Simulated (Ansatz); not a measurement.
# Does disorder add resistance in series? Cu(111) layers displaced at 180 K

Two lengths of the disordered region are known. What area resistance does the third give?

How it was computed: Ansatz 0.2.0, plane waves with PAW datasets at their recommended cutoffs (420 eV for most), Fermi-Dirac smearing; ballistic transmission by layer matching. The area resistance is RA = A (h/2e²)(1/T − 1/N), with T the zone-mean transmission per spin and N the lead's channels, both averaged over a few energies near the Fermi level; for magnets each spin is taken apart, with h/e², and the two conduct in parallel. Lateral cell 2x2, PBE, a fresh random draw for each length. Atoms are displaced independently, by 0.0620 Å r.m.s. per direction; each RA is scaled by the nominal over the drawn mean square displacement.

Results; the value marked ? is to be predicted:

| length (Å) | channels N | RA (fΩ m²) |
| --- | --- | --- |
| 8.35 | 3.210 | 0.0177 |
| 16.7 | 3.210 | 0.0300 |
| 25.0 | 3.210 | ? |

**Fit on the rows shown.**

Ohm's law makes RA linear in the length: the slope is (0.0300 − 0.0177)/(16.7 − 8.35) = 1.48×10⁻³ fΩ m² per Å, or 1.5 µΩ cm. Then 0.0300 + 1.48×10⁻³ × 8.35. Predicted: 0.0424 fΩ m².

Check against the run:

0.0539 fΩ m², so the prediction is 21 % too low. The three lengths together give 2.2 µΩ cm. Single draws scatter; these runs don't part the causes of the miss, and leave the question open.

Caveats: The scatterers repeat sideways with the small cell. The slope is a raw one; a model of isotropic scattering puts it 1.23 times the bulk value over these lengths.
